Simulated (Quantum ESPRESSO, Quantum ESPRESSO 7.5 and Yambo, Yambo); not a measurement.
**SrTiO3 (Tausonite): G0W0 with and without spin-orbit coupling**

Is the spin-orbit change of the gap of SrTiO3 (Tausonite) the same in DFT and in GW?

Main program and level: Quantum ESPRESSO 7.5 and Yambo 5.3.0; PBE and many-body steps on it, plane waves.

**Experimental background.**

- Gap 3.77 eV: direct gap (M0 critical point); spectroscopic ellipsometry, second-derivative fit; 300 K; bulk crystal (commercial single crystal) (“Optical probe of ferroelectric order in bulk and thin film perovskite titanates”, 2013, arxiv:1309.1245).

Most raw output is cut from this account.

**1. Set-up**

It takes space group Pm-3m (No. 221, cubic). The conventional cell has a = 3.905 Å, b = 3.905 Å, c = 3.905 Å, α = 90.00°, β = 90.00°, γ = 90.00°. Nearest to Sr lie 12 O at 2.76 Å. Ti has 6 O at 1.95 Å nearest. Nearest to O lie 2 Ti at 1.95 Å and 4 Sr at 2.76 Å. Farther neighbours and most contacts between anions are not listed.

Coordinates:

```cif
data_structure
_symmetry_space_group_name_H-M 'P 1'
_symmetry_Int_Tables_number 1
_cell_length_a 3.9053
_cell_length_b 3.9053
_cell_length_c 3.9053
_cell_angle_alpha 90.000
_cell_angle_beta 90.000
_cell_angle_gamma 90.000
_cell_volume 59.56
loop_
_atom_site_label
_atom_site_type_symbol
_atom_site_fract_x
_atom_site_fract_y
_atom_site_fract_z
_atom_site_occupancy
Sr1 Sr 0.50000 0.50000 0.50000 1
Ti2 Ti 0.00000 0.00000 0.00000 1
O3 O 0.50000 0.00000 0.00000 1
O4 O 0.00000 0.50000 0.00000 1
O5 O 0.00000 0.00000 0.50000 1
```

The cell and positions come from the Crystallography Open Database and are kept as given unless a step says otherwise.

**2. Empty states on the mesh, 4×4×4 mesh, 121 bands**

This step: Quantum ESPRESSO 7.5; DFT, PBE, plane waves, norm-conserving pseudopotentials.

The sums over transitions need many empty states on a uniform mesh; this step solves for them.

pw.in

```
&control
  calculation = 'nscf'
  prefix = 'x'
  outdir = 'o'
  pseudo_dir = 'pseudo'
/
&system
  ibrav = 0
  nat = 5
  ntyp = 3
  ecutwfc = 76.0
  nbnd = 121
  force_symmorphic = .true.
/
&electrons
  conv_thr = 1e-9
  electron_maxstep = 80
  diago_full_acc = .true.
  diago_thr_init = 5e-6
/
ATOMIC_SPECIES
  Sr 87.62 Sr.upf
  Ti 47.867 Ti.upf
  O 15.999 O.upf
CELL_PARAMETERS angstrom
  3.9052800000 0.0000000000 0.0000000000
  0.0000000000 3.9052800000 0.0000000000
  0.0000000000 0.0000000000 3.9052800000
ATOMIC_POSITIONS crystal
  Sr 0.5000000000 0.5000000000 0.5000000000
  Ti 0.0000000000 0.0000000000 0.0000000000
  O 0.5000000000 0.0000000000 0.0000000000
  O 0.0000000000 0.5000000000 0.0000000000
  O 0.0000000000 0.0000000000 0.5000000000
K_POINTS automatic
  4 4 4 0 0 0
```

On the command line:

```bash
$ OMP_NUM_THREADS=1 mpirun -n 4 pw.x -nk 4 -in pw.in > pw.out
```

Elapsed: 13 s, on 4 MPI ranks of Arm Neoverse V2, shared host; peak memory 0.41 GiB; 51 s of CPU time.

This step gave:

| Item | Value |
| --- | --- |
| gap | 1.908 eV |
| k of the valence top | -0.5, -0.5, -0.5 |
| k of the conduction bottom | 0, 0, 0 |
| least direct gap | 2.263 eV |
| k points computed | 10 |
| lowest point of the top converged band, above the valence top | 71.3696 eV |

On this mesh the gap is 1.908 eV.

The density comes from a self-consistent run that is not shown.

**3. Conversion and set-up**

This step: Yambo 5.3.0; conversion and set-up on PBE, plane waves, norm-conserving pseudopotentials.

The states are converted to the many-body program's format and the q mesh is built.

On the command line:

```bash
$ (cd o/x.save; p2y > p2y.log; mv SAVE ../..); yambo > setup.log
```

Run time: 3 s. Hardware: 1 MPI rank; peak memory 0.25 GiB.

**4. Scalar-relativistic**

G0W0 replaces the xc potential by the self-energy, built once from these orbitals. Only a window of levels is corrected, while the sums run over the empty bands that the input names.

This step: G0W0 on PBE, plane waves, norm-conserving pseudopotentials.

gw1.in

```
HF_and_locXC
gw0
dyson
ppa
em1d
rim_cut
RandQpts= 1000000
RandGvec= 1 RL
EXXRLvcs= 76 Ry
VXCRLvcs= 304 Ry
Chimod= "HARTREE"
% BndsRnXp
 1 | 121 |
%
NGsBlkXp= 10 Ry
% LongDrXp
 1 | 1 | 1 |
%
% GbndRnge
 1 | 121 |
%
DysSolver= "n"
ExtendOut
PPAPntXp= 27.21138 eV
% QPkrange
 10 | 10 | 19 | 22 |
 1 | 1 | 19 | 22 |
%
```

On the command line:

```bash
$ OMP_NUM_THREADS=1 mpirun -n 4 yambo -F gw1.in -J gw1 -C gw1 > gw1.log
```

It took 1.9 min on 4 MPI ranks; peak memory 1.7 GiB; 7.5 min of CPU time.

This step gave:

| Quantity | Value |
| --- | --- |
| G0W0 gap on the points computed | 3.487 eV |
| starting gap on the mesh | 1.908 eV |
| k of the valence top | -0.5, -0.5, -0.5 |
| k of the conduction bottom | 0, 0, 0 |
| least direct G0W0 gap on the computed points | 3.849 eV |
| Z at the valence top | 0.7663 |
| Z at the conduction bottom | 0.7788 |

The gap on the mesh goes from 1.91 eV to 3.49 eV, a correction of +1.58 eV.

**5. Empty states on the mesh, 4×4×4 mesh, 242 bands**

This step: Quantum ESPRESSO 7.5; DFT, PBE with spin-orbit coupling, plane waves, norm-conserving pseudopotentials.

pw.in: that of step 2 with these lines changed.

```diff
@@ -11,4 +11,6 @@
   ecutwfc = 76.0
-  nbnd = 121
+  nbnd = 242
   force_symmorphic = .true.
+  noncolin = .true.
+  lspinorb = .true.
 /
```

On the command line:

```bash
$ OMP_NUM_THREADS=1 mpirun -n 4 pw.x -nk 4 -in pw.in > pw.out
```

Elapsed: 78 s, on 4 MPI ranks; peak memory 1 GiB; 5.2 min of CPU time.

This step gave:

- gap: 1.892 eV
- k of the valence top: -0.5, -0.5, -0.5
- k of the conduction bottom: 0, 0, 0
- least direct gap: 2.231 eV
- k points computed: 10
- lowest point of the top converged band, above the valence top: 71.3577 eV

On this mesh the gap is 1.892 eV.

The density comes from a self-consistent run that is not shown, made with spin-orbit coupling and fully relativistic files.

**6. Conversion and set-up**

This step: Yambo 5.3.0; conversion and set-up on PBE with spin-orbit coupling, plane waves, norm-conserving pseudopotentials.

On the command line:

```bash
$ (cd o/x.save; p2y > p2y.log; mv SAVE ../..); yambo > setup.log
```

Wall time 3.7 s (1 MPI rank); peak memory 0.25 GiB.

**7. With spin-orbit coupling**

This step: G0W0 on PBE with spin-orbit coupling, plane waves, norm-conserving pseudopotentials.

gw4.in

```
HF_and_locXC
gw0
dyson
ppa
em1d
rim_cut
RandQpts= 1000000
RandGvec= 1 RL
EXXRLvcs= 76 Ry
VXCRLvcs= 304 Ry
Chimod= "HARTREE"
% BndsRnXp
 1 | 242 |
%
NGsBlkXp= 10 Ry
% LongDrXp
 1 | 1 | 1 |
%
% GbndRnge
 1 | 242 |
%
DysSolver= "n"
ExtendOut
PPAPntXp= 27.21138 eV
% QPkrange
 10 | 10 | 37 | 44 |
 1 | 1 | 37 | 44 |
%
```

On the command line:

```bash
$ OMP_NUM_THREADS=2 mpirun -n 2 yambo -F gw4.in -J gw4 -C gw4 > gw4.log
```

The job ended after 9.3 min (2 MPI ranks; peak memory 1.8 GiB; 36 min of CPU time).

This step gave:

* G0W0 gap on the points computed: 3.470 eV
* starting gap on the mesh: 1.892 eV
* k of the valence top: -0.5, -0.5, -0.5
* k of the conduction bottom: 0, 0, 0
* least direct G0W0 gap on the computed points: 3.815 eV
* Z at the valence top: 0.7663
* Z at the conduction bottom: 0.7787

Against G0W0 in Yambo (4×4×4 mesh, 121 bands, screening to 136.1 eV, Godby-Needs plasmon pole), the gap moves by −0.016 eV.

**8. The runs together**

Times are wall times on the hardware named with each run, good to a factor of about two.

| run | mesh | bands | screening cutoff (eV) | DFT gap (eV) | gap on the mesh (eV) | direct (eV) | time |
| --- | --- | --- | --- | --- | --- | --- | --- |
| scalar-relativistic | 4×4×4 | 121 | 136.1 | 1.908 | 3.487 | 3.849 | 1.9 min |
| with spin-orbit coupling | 4×4×4 | 242 | 136.1 | 1.892 | 3.470 | 3.815 | 9.3 min |

**9. Results**

```json
{
  "scalar-relativistic": "3.487 eV",
  "with spin-orbit coupling": "3.470 eV",
  "known limits": "not at the basis limit; no spin-orbit coupling in some runs; coarse k mesh"
}
```

In words: With spin-orbit coupling: −0.016 eV against scalar-relativistic, −0.016 eV of it in the start. Against experiment, by with spin-orbit coupling: the direct gap of 3.82 eV lies +0.05 eV from the measured 3.77 eV (direct, 300 K, 2013). An exciton line or allowed optical edge lies below the quasiparticle gap by the binding energy; a forbidden edge can push the onset above it. These are gaps on the mesh, at modest bands and cutoff. The calculation has static nuclei and no excitons; a measured gap holds zero-point and thermal motion, which mostly lowers it. Bands and cutoff are finite, so the gap is not at the basis limit. The miss can reach some tenths of an eV and take either sign; the mesh is an error of its own. In the G0W0 runs levels were corrected at 2 k points alone, so a gap called «on the mesh» is the least over those, and an edge elsewhere would be missed. The 4×4×4 mesh is coarse for this cell, which bears on the long-range parts of exchange and screening. This is the ideal cubic cell; many perovskites, halides above all, are cubic only on average, and local tilts or off-centring can widen the gap.

[Paths, hosts, dates, memory and timing lines, banners, echoed tables and standing remarks are left out of the program output.]

[Logs are printed without paths, hosts, clocks, repeated set-up lines and the standing remarks that a program may print on its own settings, such as how far it seeks lower states.]

[Runs of the session that timed out or met a known fault of the program may be left out.]

[Hosts, paths, dates, database ids (printed as entryN), source tags and the programs' standing remarks are cut or masked in the printed files.]
